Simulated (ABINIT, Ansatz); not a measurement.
An input for ABINIT 10.8.3 (SrTiO3 (Tausonite)):

```
acell 3*1.0 Angstrom
rprim 
  3.905280000000 0.000000000000 0.000000000000
  0.000000000000 3.905280000000 0.000000000000
  0.000000000000 0.000000000000 3.905280000000
ntypat 3
znucl 38 22 8
natom 5
typat 1 2 3 3 3
xred 
  0.500000000000 0.500000000000 0.500000000000
  0.000000000000 0.000000000000 0.000000000000
  0.500000000000 0.000000000000 0.000000000000
  0.000000000000 0.500000000000 0.000000000000
  0.000000000000 0.000000000000 0.500000000000
pp_dirpath "pseudos"
pseudos "Sr.upf, Ti.upf, O.upf"
ecut 38
ngkpt 8 8 8
nshiftk 1
shiftk 0.11 0.21 0.31
kptopt 3
chksymbreak 0
iscf -2
irdden 1
istwfk *1
nband 37
nbdbuf 4
tolwfr 1e-09
nstep 60
prtvol 0
indata_prefix "in"
outdata_prefix "out"
tmpdata_prefix "tmp"
```

```sh
OMP_NUM_THREADS=1 mpirun -n 8 abinit run.abi > log
```

Question: How long will it take on 8 MPI ranks of Arm Neoverse V1, shared host, and how much memory?

It took 3.9 min; on shared hardware allow 2 min to 7.9 min. Peak host memory was 1.8 GiB.

[Paths, hosts, dates, memory and timing lines, banners, echoed tables and standing remarks are left out of the program output.]

[Logs are printed without paths, hosts, clocks, repeated set-up lines and the standing remarks that a program may print on its own settings, such as how far it seeks lower states.]

[Runs of the session that timed out or met a known fault of the program may be left out.]

[Hosts, paths, dates, database ids (printed as entryN), source tags and the programs' standing remarks are cut or masked in the printed files.]

[G0W0 gaps are taken among the corrected bands and points alone; a level outside them can change the order at an edge.]

[Where Ansatz stands beside ABINIT at settings called matched, ABINIT's density can come from a denser mesh and the files from another edition; pairs whose starting gaps differed by over 0.03 eV were left out, so agreement reads better than it is.]
